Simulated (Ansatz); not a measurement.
# Work function of Sr(110): what the settings cost and change

How far do functional and pseudopotentials move the work function of Sr(110), and at what cost?

Main program and level: Ansatz 0.2.0; plane-wave DFT, PBE, Ansatz PAW, in the first sound run; inputs show where later runs differ.

## Step 1: The starting structure

The cell holds 7 atoms: 7 Sr. Cell: a = 6.080 Å, b = 4.299 Å, c = 30.898 Å, α = 90.0°, β = 90.0°, γ = 90.0°. Vacuum lies along c.

## Step 2: Run, setting PBE, Ansatz PAW (420 eV)

A work function rests on the faint tail of the density, so the SCF threshold is tight. PBE on the default files comes first; the next runs keep the geometry and change functional or files, each at the cutoff that its files recommend; a relaxation and, for heavy metals, spin-orbit coupling close the ladder.

input.yaml reads:

```yaml
crystal:
  lattice:
    - [6.08, 0.0, 0.0]
    - [0.0, 4.2992092296, 0.0]
    - [0.0, 0.0, 30.8976276888]
  atoms:
    - { symbol: Sr, position: [0.0, 0.0, 0.2912844989] }
    - { symbol: Sr, position: [0.5, 0.5, 0.3608563326] }
    - { symbol: Sr, position: [0.0, 0.0, 0.4304281663] }
    - { symbol: Sr, position: [0.5, 0.5, 0.5] }
    - { symbol: Sr, position: [0.0, 0.0, 0.5695718337] }
    - { symbol: Sr, position: [0.5, 0.5, 0.6391436674] }
    - { symbol: Sr, position: [0.0, 0.0, 0.7087155011] }
kpoints:
  mp_grid: { grid: [7, 10, 1] }
hamiltonian:
  xc: pbe
scf:
  occupations: { method: fermi_dirac, width: 0.1 }
  convergence: { dr2_threshold: 1.0e-09 }
efield:
  axis: 3
  dipole_correction: true
  ramp_position: 0.97
  ramp_width: 0.06
output:
  write_potential: true
  write_density: true
  volumetric_format: npy
  elf: true
```

Run with:

```console
$ ansatz run input.yaml --threads 2 --pin off --max-ram 3072MiB --backend cpu --events-out ev --progress --plain --runs-dir out
```

Standard output:

```text
Engine: ansatz 0.2.0, aarch64-unknown-linux-gnu
Pseudopotentials: kind: paw
Pseudopotential: Sr, paw, valence charge 10, recommended cutoff 420 eV (normal), Sr.paw.azcp
Functional definition: PBE
  parameter kappa = 0.804
  parameter beta = 0.066725
  exchange = pbe_x(kappa = kappa, mu = beta*pi^2/3)
  correlation = pbe_c(beta = beta)
Crystal: 7 atoms, lattice volume = 807.639 Å³
Basis set: ecut = 420 eV, 15817 PW (Γ)
Bands: 42, of which v1, the nominal top of the filled ones, is band 35 counted from 1 (34 counted from 0)
Symmetry: 4 space group operations
k-points: 24 of 70
Non-local potential: Sr, projectors of the file, l = 0: 3, l = 1: 2, l = 2: 2
PAW form: soft (Blöchl's): semilocal exchange-correlation on the pseudo side does not see the compensation charge
PAW one-centre angular grid: Sr, 110 points (default); XC on 64 Gauss nodes
Initial density: superposition of atomic densities (neutral atoms: chi_scale 0, normalization atom), corrected by the library's trained network
Initial wavefunctions: pseudopotential atomic-orbital guess
Functional: x = pbe(κ = 0.804, μ = 0.219515), c = pbe(β = 0.066725)
SCF iter   1: F=—  HF=-24808.499400 eV  |F-HF|=—  |Δ(HF+E_count)|=         —  Δρ=2.54e-3  dr2=3.25e0  ethr=1.77e-3  p=0.000 e·Å  D=2.38e-14 V/Å  ΔV_dip=-0.00 eV  dr2_dipole=3.01e-9  V_vac-E_F(+/−)=2.23/2.23 eV  ⟨swp⟩=16.8  Hψ=15301  notcnv=0
efield: sawtooth ramp at fractional position 0.9700 (set: `efield.ramp_position`, or a place that a band, a saddle search or an elastic batch's reference lends), width 0.0600; the density the first Hamiltonian is built on has a dipole p = 0.000 e·Å; the dipole correction subtracts the counter field D = 2.38e-14 V/Å, which shifts the + side's vacuum level by -0.00 eV against the − side's; the planar-averaged density in the ramp window peaks in size at 6.2e-7 e/Å³
automatic band count: the SCF goes on with 49 bands, as 42 were too few: the levels above may hold too much charge
preconditioner: auto → LDOS  [metal: Δε(μ)=0.026 eV  Ē_g=2.107 eV  σ=0.100 eV  W_gap=0.06  n_scr=80 (ndim 8)  ℏωp=4.9 eV  f_vac=0.441  D(μ)=9.91/eV (n_scr^D=42)  β→1.0]
SCF iter   2: F=—  HF=-24808.381832 eV  |F-HF|=—  |Δ(HF+E_count)|=   1.18e-1  Δρ=7.82e-4  dr2=1.96e-2  ethr=1.77e-3  p=-0.000 e·Å  D=-9.77e-8 V/Å  ΔV_dip=0.00 eV  dr2_dipole=1.94e-11  V_vac-E_F(+/−)=2.50/2.50 eV  ⟨swp⟩=2.4  Hψ=1465  notcnv=0
SCF iter   3: F=—  HF=-24808.383926 eV  |F-HF|=—  |Δ(HF+E_count)|=   2.09e-3  Δρ=3.67e-4  dr2=7.97e-3  ethr=2.81e-5  p=0.000 e·Å  D=3.72e-6 V/Å  ΔV_dip=-0.00 eV  dr2_dipole=2.49e-10  V_vac-E_F(+/−)=2.54/2.54 eV  ⟨swp⟩=2.3  Hψ=1988  notcnv=0
SCF iter   4: F=—  HF=-24808.383897 eV  |F-HF|=—  |Δ(HF+E_count)|=   2.91e-5  Δρ=1.06e-4  dr2=1.07e-3  ethr=1.14e-5  p=0.000 e·Å  D=1.60e-6 V/Å  ΔV_dip=-0.00 eV  dr2_dipole=5.68e-10  V_vac-E_F(+/−)=2.56/2.56 eV  ⟨swp⟩=1.2  Hψ=1307  notcnv=0
SCF iter   5: F=—  HF=-24808.383966 eV  |F-HF|=—  |Δ(HF+E_count)|=   6.95e-5  Δρ=3.90e-5  dr2=6.55e-5  ethr=1.53e-6  p=0.000 e·Å  D=1.50e-7 V/Å  ΔV_dip=-0.00 eV  dr2_dipole=4.53e-11  V_vac-E_F(+/−)=2.58/2.58 eV  ⟨swp⟩=1.9  Hψ=1245  notcnv=0
SCF iter   6: F=—  HF=-24808.383991 eV  |F-HF|=—  |Δ(HF+E_count)|=   2.44e-5  Δρ=1.97e-5  dr2=7.16e-6  ethr=9.35e-8  p=-0.000 e·Å  D=-1.06e-8 V/Å  ΔV_dip=0.00 eV  dr2_dipole=2.07e-11  V_vac-E_F(+/−)=2.58/2.58 eV  ⟨swp⟩=2.6  Hψ=2071  notcnv=0
SCF iter   7: F=—  HF=-24808.383983 eV  |F-HF|=—  |Δ(HF+E_count)|=   8.11e-6  Δρ=5.24e-6  dr2=5.95e-7  ethr=1.02e-8  p=-0.000 e·Å  D=-4.90e-8 V/Å  ΔV_dip=0.00 eV  dr2_dipole=9.42e-12  V_vac-E_F(+/−)=2.59/2.59 eV  ⟨swp⟩=2.0  Hψ=1927  notcnv=0
SCF iter   8: F=—  HF=-24808.384062 eV  |F-HF|=—  |Δ(HF+E_count)|=   7.94e-5  Δρ=1.54e-6  dr2=9.44e-8  ethr=8.50e-10  p=0.000 e·Å  D=2.61e-8 V/Å  ΔV_dip=-0.00 eV  dr2_dipole=1.78e-12  V_vac-E_F(+/−)=2.59/2.59 eV  ⟨swp⟩=2.5  Hψ=2032  notcnv=0
SCF iter   9: F=—  HF=-24808.384062 eV  |F-HF|=—  |Δ(HF+E_count)|=   1.07e-8  Δρ=4.81e-7  dr2=3.99e-9  ethr=1.35e-10  p=0.000 e·Å  D=1.58e-8 V/Å  ΔV_dip=-0.00 eV  dr2_dipole=2.79e-16  V_vac-E_F(+/−)=2.59/2.59 eV  ⟨swp⟩=2.1  Hψ=1408  notcnv=0
SCF iter  10: F=-24808.384062 eV  HF=-24808.384062 eV  |F-HF|=1.82e-10  |Δ(HF+E_count)|=   1.26e-9  Δρ=1.07e-7  dr2=3.24e-10  ethr=1.43e-12  p=0.000 e·Å  D=9.04e-11 V/Å  ΔV_dip=-0.00 eV  dr2_dipole=4.29e-14  V_vac-E_F(+/−)=2.59/2.59 eV  ⟨swp⟩=9.4  Hψ=4442  notcnv=0
SCF 1 converged in 10 iterations: F = -24808.384062 eV  dr2 = 3.24e-10
  greatest PAW one-centre occupation: 0.988 electrons in one spin orbital (limit 2), on the Sr atom at site 6 (counted from 0), in its partial waves of l = 0
WARN: The output density's exchange-correlation potential varies sharply where the density is thin. Do not read a vacuum level from v_tot or v_xc, or from such a field of the output density. On a cell that repeats whose density bears no net charge and no dipole along the vacuum's axis use v_es (v_loc + v_h of the components); under efield.dipole_correction with no amplitude use v_es + v_field, which holds any externa [...]
SCF converged after 10 iterations
Free energy (F): -24808.384062 eV
Harris-Foulkes:  -24808.384062 eV  (|F-HF|=1.82e-10)
Internal energy: -24808.056887 eV  (E = F + TS)
E sigma→0 (E₀):  -24808.220474 eV
Entropy (-TS):   -0.327175 eV (-46.739 meV/atom)
Fermi energy:    1.141326 eV
Dipole field:    D = -0.000000 V/Å  (p = -0.000001 e·Å, saw-weighted, corrected)
Work function:   Φ+ = 2.5863 eV   Φ− = 2.5863 eV
Levels:          The Fermi level and band energies are counted from a zero that moves with the ramp; work functions are not
--- Per-component energies (eV) ---
  E_band       = -1239.956078
  E_kinetic    = 1685.364512
  E_local      = -28707.493927  (includes V_loc(G=0)·N_el)
  E_nonlocal   = 1420.458513
  E_hartree    = 12878.793595
  E_xc         = -1195.680015
  E_vxc        = -1110.827494  (∫ρ·V_xc dr)
  E_paw        = -18863.038383  (= ΣΔE_a)
  E_vpaw       = -285.043312  (= ΣTr[D̂ρ^β])
  E_aug_tail   = -0.000008  (compensation charges beyond the density's cutoff)
  E_efield     = 0.000000  (sawtooth field / dipole correction)
  E_vefield    = 0.000000  (∫n·V_field dr)
  E_ewald      = 7973.538826
  E_smearing   = -0.327175  (= −TS)
  E_closure    = 0.000000  (closes the sum)
  Σ components = -24808.384062   (vs F -24808.384062, Δ=0.00e0)
--- Band table (eV; the first three rows and the last of 24) ---
  k-point 0: bands = [... 31 lower, -0.3987, 0.4367, 0.6948, 1.0525, 1.1326, 1.4519, 1.6071, 1.9389, ... 10 higher]
  k-point 1: bands = [... 31 lower, -0.3099, 0.5179, 0.7814, 1.1155, 1.2084, 1.4880, 1.6486, 1.8984, ... 10 higher]
  k-point 2: bands = [... 31 lower, -0.0660, 0.7155, 1.0142, 1.2051, 1.4516, 1.5413, 1.7113, 1.7987, ... 10 higher]
  k-point 23: bands = [... 31 lower, 0.6779, 1.0827, 1.1487, 1.1868, 1.1886, 1.1954, 1.2644, 1.4128, ... 10 higher]
```

Elapsed: 3.1 min, on 2 threads of Arm Neoverse N1, shared host; peak memory 1.4 GiB.

Read from the output:

```
energy at zero smearing   : -24808.2205 eV
work function, upper face : 2.586 eV
```

Running mean over 2.15 Å of the planar mean; the ramp of the sawtooth is left out. The electron's electrostatic potential energy less the Fermi level by z:

```csv
z (Å),electron's electrostatic potential energy less the Fermi level (eV)
4,2.58
5,2.56
6,2.44
7,1.83
8,-1.40
9,-3.91
10,-4.06
11,-3.92
12,-3.90
13,-3.93
14,-3.94
15,-3.94
16,-3.94
17,-3.94
18,-3.93
19,-3.89
20,-3.93
21,-4.07
22,-3.83
23,-0.910
24,1.94
25,2.46
26,2.56
27,2.58
```

Electrostatic potential energy in the ca plane at fractional y = 0.000, with atoms of Sr within 0.2 Å of it. With pseudopotentials it is smooth inside the atoms' cores, unlike the true potential.

Ten even steps from '0' (-81 eV) to '9' (4 eV), each cell a mean:
```
99998300168999997200168999987100178999999999
99998743589999998633589999998633689999999999
99999888899999999888899999999888899999999999
99999999999999999999999999999999999999999999
99999999999999999999999999999999999999999999
99999999999999999999999999999999999999999999
99999999999999999999999999999999999999999999
99999999999999999999999999999999999999999999
99999999999999999999999999999999999999999999
99999999999999999999999999999999999999999999
99999999999999999999999999999999999999999999
99999999999999999999999999999999999999999999
99999988999999999988999999999988899999999999
99999866789999998766789999998766789999999999
99998510278999998400379999997300378999999999
99997200058999997100068999986000178999999999
```
Columns run along c (16.0 Å, from fractional 0.35 to 0.87 of the cell; values clipped at the 3rd and 97th percentile), rows up along a (6.1 Å). Atoms in or near the plane, at fractional coordinates: Sr at (0.43, 0.00), Sr at (0.57, 0.00), Sr at (0.71, 0.00).

ELF in the ca plane at fractional y = 0.000, with atoms of Sr within 0.2 Å of it. It is the smooth field of the valence electrons, not physical close to the nuclei.

Ten even steps from '0' (0.00) to '9' (0.85), each cell a mean:
```
23116964894023118965992133128955993002321000
34203899971133104999961134215999961012221000
55311366520245311466410255311467520012210000
66531111112455421111112456531111101122210000
66554322234555554222234566665321122222100000
55556555566555566555566555667655443321100000
44456666666544456666666544567776543211000000
44456677766433456677665444467766543211000000
44456666666544456666665444567776543211000000
55556666666544556666666555567766543321000000
65555443455555555433455556666543333321100000
66542111113555542111123566653111111222110000
56420133211355410133211356421233210122210000
45212699841134202799830145213799841012211000
34115998983023116988982133117988982012321000
23117941794022128931893023129822994002321000
```
Columns run along c (16.0 Å, from fractional 0.35 to 0.87 of the cell), rows up along a (6.1 Å). Atoms in or near the plane, at fractional coordinates: Sr at (0.43, 0.00), Sr at (0.57, 0.00), Sr at (0.71, 0.00).

Valence density in the ca plane at fractional y = 0.000, with atoms of Sr within 0.2 Å of it. It is the smooth field of the valence electrons, not physical close to the nuclei.

Ten steps, logarithmic in the rise over the least value, from '0' (0.0 e/Å³) to '9' (2.5 e/Å³), each cell a mean:
```
22236999985222236999974222247999974100000000
22224799863222235799863222235899852100000000
22223466542222223566532222223566531100000000
22222233322222222233222222222233211000000000
22222222222222222222222222222221110000000000
22222222222222222222222222222111110000000000
22222211122222222111122222221111100000000000
22222111122222222111122222221111100000000000
22222111122222222111122222221111100000000000
22222211222222222211222222222111100000000000
22222222222222222222222222222211110000000000
22222222222222222222222222222222111000000000
22222344432222222344422222222344321000000000
22224678753222224678752222224688642100000000
22235899974222236899973222236999963100000000
22236999985222247999984222247999974100000000
```
Columns run along c (16.0 Å, from fractional 0.35 to 0.87 of the cell), rows up along a (6.1 Å). Atoms in or near the plane, at fractional coordinates: Sr at (0.43, 0.00), Sr at (0.57, 0.00), Sr at (0.71, 0.00).

The work function is 2.586 eV.

## Step 3: Run

This step: plane-wave DFT, LDA, Ansatz PAW (Ansatz 0.2.0).

input.yaml: that of step 2 with these lines changed.

```diff
@@ -16,3 +16,3 @@
 hamiltonian:
-  xc: pbe
+  xc: lda
 scf:
@@ -29,2 +29 @@
   volumetric_format: npy
-  elf: true
```

Standard output:

```text
[...]
Crystal: 7 atoms, lattice volume = 807.639 Å³
Basis set: ecut = 420 eV, 15817 PW (Γ)
Bands: 42, of which v1, the nominal top of the filled ones, is band 35 counted from 1 (34 counted from 0)
Symmetry: 4 space group operations
k-points: 24 of 70
[...]
k-point 0: bands = [... 31 lower, -0.5790, 0.2620, 0.5110, 0.8584, 0.9727, 1.2597, 1.4142, 1.7667, ... 10 higher]
  k-point 1: bands = [... 31 lower, -0.4889, 0.3466, 0.6000, 0.9431, 1.0309, 1.2973, 1.4546, 1.7205, ... 10 higher]
  k-point 2: bands = [... 31 lower, -0.2423, 0.5496, 0.8401, 1.0468, 1.2742, 1.3524, 1.5228, 1.6052, ... 10 higher]
  k-point 23: bands = [... 31 lower, 0.4731, 0.9184, 0.9739, 1.0407, 1.0420, 1.0737, 1.1171, 1.2267, ... 10 higher]
[key lines of the parts left out:]
SCF converged after 10 iterations
Free energy (F): -24108.577488 eV
Fermi energy:    0.980171 eV
Dipole field:    D = -0.000000 V/Å  (p = -0.000001 e·Å, saw-weighted, corrected)
Work function:   Φ+ = 2.7126 eV   Φ− = 2.7126 eV
```

Run time: 3.1 min. Hardware: 2 threads; peak memory 1.4 GiB.

The work function is 2.713 eV, +0.126 eV from the run “PBE, Ansatz PAW (420 eV)”, at 0.99 times its CPU time.

## Step 4: Run

This step: plane-wave DFT, PBEsol, Ansatz PAW (Ansatz 0.2.0).

input.yaml: that of step 3 with these lines changed.

```diff
@@ -16,3 +16,3 @@
 hamiltonian:
-  xc: lda
+  xc: pbesol
 scf:
```

Standard output:

```text
[...]
Crystal: 7 atoms, lattice volume = 807.639 Å³
Basis set: ecut = 420 eV, 15817 PW (Γ)
Bands: 42, of which v1, the nominal top of the filled ones, is band 35 counted from 1 (34 counted from 0)
Symmetry: 4 space group operations
k-points: 24 of 70
[...]
k-point 0: bands = [... 31 lower, -0.4633, 0.3735, 0.6342, 0.9919, 1.0724, 1.3907, 1.5452, 1.8777, ... 10 higher]
  k-point 1: bands = [... 31 lower, -0.3741, 0.4556, 0.7216, 1.0586, 1.1458, 1.4271, 1.5871, 1.8369, ... 10 higher]
  k-point 2: bands = [... 31 lower, -0.1291, 0.6551, 0.9567, 1.1497, 1.3921, 1.4794, 1.6524, 1.7348, ... 10 higher]
  k-point 23: bands = [... 31 lower, 0.6079, 1.0248, 1.0906, 1.1311, 1.1353, 1.1435, 1.2064, 1.3488, ... 10 higher]
[key lines of the parts left out:]
SCF converged after 10 iterations
Free energy (F): -24444.117769 eV
Fermi energy:    1.083235 eV
Dipole field:    D = -0.000000 V/Å  (p = -0.000001 e·Å, saw-weighted, corrected)
Work function:   Φ+ = 2.6206 eV   Φ− = 2.6206 eV
```

It took 3 min on 2 threads; peak memory 1.4 GiB.

The work function is 2.621 eV, +0.034 eV from the run “PBE, Ansatz PAW (420 eV)”, at 0.98 times its CPU time.

## Step 5: Slab

This step: plane-wave DFT, RPBE, Ansatz PAW (Ansatz 0.2.0).

input.yaml: that of step 4 with these lines changed.

```diff
@@ -16,3 +16,3 @@
 hamiltonian:
-  xc: pbesol
+  xc: rpbe
 scf:
```

Standard output:

```text
[...]
Crystal: 7 atoms, lattice volume = 807.639 Å³
Basis set: ecut = 420 eV, 15817 PW (Γ)
Bands: 42, of which v1, the nominal top of the filled ones, is band 35 counted from 1 (34 counted from 0)
Symmetry: 4 space group operations
k-points: 24 of 70
[...]
k-point 0: bands = [... 31 lower, -0.2968, 0.5339, 0.7959, 1.1529, 1.2257, 1.5540, 1.7125, 2.0291, ... 10 higher]
  k-point 1: bands = [... 31 lower, -0.2088, 0.6134, 0.8810, 1.2052, 1.3093, 1.5894, 1.7539, 1.9905, ... 10 higher]
  k-point 2: bands = [... 31 lower, 0.0334, 0.8081, 1.1091, 1.2917, 1.5470, 1.6423, 1.8128, 1.8973, ... 10 higher]
  k-point 23: bands = [... 31 lower, 0.7910, 1.1716, 1.2355, 1.2644, 1.2679, 1.2698, 1.3567, 1.5144, ... 10 higher]
[key lines of the parts left out:]
SCF converged after 11 iterations
Free energy (F): -24856.144641 eV
Fermi energy:    1.230020 eV
Dipole field:    D = 0.000000 V/Å  (p = 0.000001 e·Å, saw-weighted, corrected)
Work function:   Φ+ = 2.5077 eV   Φ− = 2.5077 eV
```

The job ended after 3.1 min (2 threads; peak memory 1.4 GiB; 5.5 min of CPU time).

The work function is 2.508 eV, -0.079 eV from the run “PBE, Ansatz PAW (420 eV)”, at 1.0 times its CPU time.

## Step 6: Run

This step: plane-wave DFT, r2SCAN, Ansatz PAW (Ansatz 0.2.0).

input.yaml: that of step 5 with these lines changed.

```diff
@@ -16,3 +16,3 @@
 hamiltonian:
-  xc: rpbe
+  xc: r2scan
 scf:
```

Standard output:

```text
[...]
Crystal: 7 atoms, lattice volume = 807.639 Å³
Basis set: ecut = 500 eV, 20461 PW (Γ), exchange–correlation on 180×128×960 points (64 copies of the dense FFT grid, shifted against one another)
Bands: 42, of which v1, the nominal top of the filled ones, is band 35 counted from 1 (34 counted from 0)
Symmetry: 4 space group operations
k-points: 24 of 70
[...]
k-point 0: bands = [... 31 lower, -0.4831, 0.4010, 0.7262, 1.0810, 1.1741, 1.5414, 1.7290, 1.9851, ... 10 higher]
  k-point 1: bands = [... 31 lower, -0.3900, 0.4827, 0.8140, 1.1212, 1.2735, 1.5770, 1.7714, 1.9511, ... 10 higher]
  k-point 2: bands = [... 31 lower, -0.1312, 0.6898, 1.0470, 1.2150, 1.5082, 1.6258, 1.8216, 1.8701, ... 10 higher]
  k-point 23: bands = [... 31 lower, 0.7210, 1.0790, 1.1129, 1.1262, 1.1650, 1.1704, 1.2970, 1.4967, ... 10 higher]
[key lines of the parts left out:]
SCF converged after 11 iterations
Free energy (F): -24884.510511 eV
Fermi energy:    1.145378 eV
Dipole field:    D = 0.000000 V/Å  (p = 0.000000 e·Å, saw-weighted, corrected)
Work function:   Φ+ = 2.6116 eV   Φ− = 2.6116 eV
```

The job ended after 6.5 min (2 threads; peak memory 2.7 GiB; 12 min of CPU time).

The work function is 2.612 eV, +0.025 eV from the run “PBE, Ansatz PAW (420 eV)”, at 2.2 times its CPU time.

## Step 7: Slab

This step: plane-wave DFT, PBE, JTH PAW (Ansatz 0.2.0).

input.yaml: that of step 6 with these lines changed.

```diff
@@ -16,3 +16,4 @@
 hamiltonian:
-  xc: r2scan
+  xc: pbe
+  pseudopotentials: { kind: paw, source: jth }
 scf:
```

Standard output:

```text
[...]
k-point 0: bands = [... 31 lower, -0.4019, 0.4335, 0.6935, 1.0512, 1.1298, 1.4505, 1.6062, 1.9350, ... 10 higher]
  k-point 1: bands = [... 31 lower, -0.3132, 0.5147, 0.7801, 1.1138, 1.2057, 1.4865, 1.6476, 1.8948, ... 10 higher]
  k-point 2: bands = [... 31 lower, -0.0693, 0.7123, 1.0126, 1.2032, 1.4489, 1.5395, 1.7097, 1.7966, ... 10 higher]
  k-point 23: bands = [... 31 lower, 0.6755, 1.0801, 1.1451, 1.1833, 1.1855, 1.1907, 1.2605, 1.4109, ... 10 higher]
[key lines of the parts left out:]
SCF converged after 11 iterations
Free energy (F): -24784.751181 eV
Fermi energy:    1.138412 eV
Dipole field:    D = 0.000000 V/Å  (p = 0.000000 e·Å, saw-weighted, corrected)
Work function:   Φ+ = 2.5875 eV   Φ− = 2.5875 eV
```

Elapsed: 5.9 min, on 2 threads; peak memory 2.7 GiB.

The work function is 2.587 eV, +0.001 eV from the run “PBE, Ansatz PAW (420 eV)”, at 2.0 times its CPU time.

## Step 8: Slab

This step: plane-wave DFT, PBE, norm-conserving (Ansatz 0.2.0).

input.yaml: that of step 7 with these lines changed.

```diff
@@ -17,3 +17,3 @@
   xc: pbe
-  pseudopotentials: { kind: paw, source: jth }
+  pseudopotentials: { kind: nc }
 scf:
```

Standard output:

```text
[...]
Crystal: 7 atoms, lattice volume = 807.639 Å³
Basis set: ecut = 925.187132 eV, 51603 PW (Γ)
Bands: 42, of which v1, the nominal top of the filled ones, is band 35 counted from 1 (34 counted from 0)
Symmetry: 4 space group operations
k-points: 24 of 70
[...]
k-point 0: bands = [... 31 lower, -0.3706, 0.4651, 0.7244, 1.0823, 1.1615, 1.4818, 1.6372, 1.9674, ... 10 higher]
  k-point 1: bands = [... 31 lower, -0.2818, 0.5463, 0.8110, 1.1450, 1.2374, 1.5178, 1.6787, 1.9270, ... 10 higher]
  k-point 2: bands = [... 31 lower, -0.0379, 0.7439, 1.0438, 1.2346, 1.4807, 1.5709, 1.7411, 1.8283, ... 10 higher]
  k-point 23: bands = [... 31 lower, 0.7067, 1.1117, 1.1769, 1.2153, 1.2173, 1.2231, 1.2925, 1.4421, ... 10 higher]
[key lines of the parts left out:]
SCF converged after 11 iterations
Free energy (F): -6519.648663 eV
Fermi energy:    1.170094 eV
Dipole field:    D = -0.000000 V/Å  (p = -0.000001 e·Å, saw-weighted, corrected)
Work function:   Φ+ = 2.5862 eV   Φ− = 2.5862 eV
```

Wall time 8.2 min (2 threads); peak memory 2.6 GiB; 15 min of CPU time.

The work function is 2.586 eV, -0.000 eV from the run “PBE, Ansatz PAW (420 eV)”, at 2.8 times its CPU time.

(Continued in part 2 of 2.)

[Long decimals in the printed logs are rounded to 6 places.]

[Logs are printed without paths, hosts, clocks, repeated set-up lines and the standing remarks that a program may print on its own settings, such as how far it seeks lower states.]

[Hosts, paths, dates, database ids (printed as entryN), source tags and the programs' standing remarks are cut or masked in the printed files.]

[Maps of the electrostatic potential energy from Ansatz leave out the sawtooth potential of an applied field or a dipole correction, so their vacuum need not be flat; planar profiles and work functions include it.]
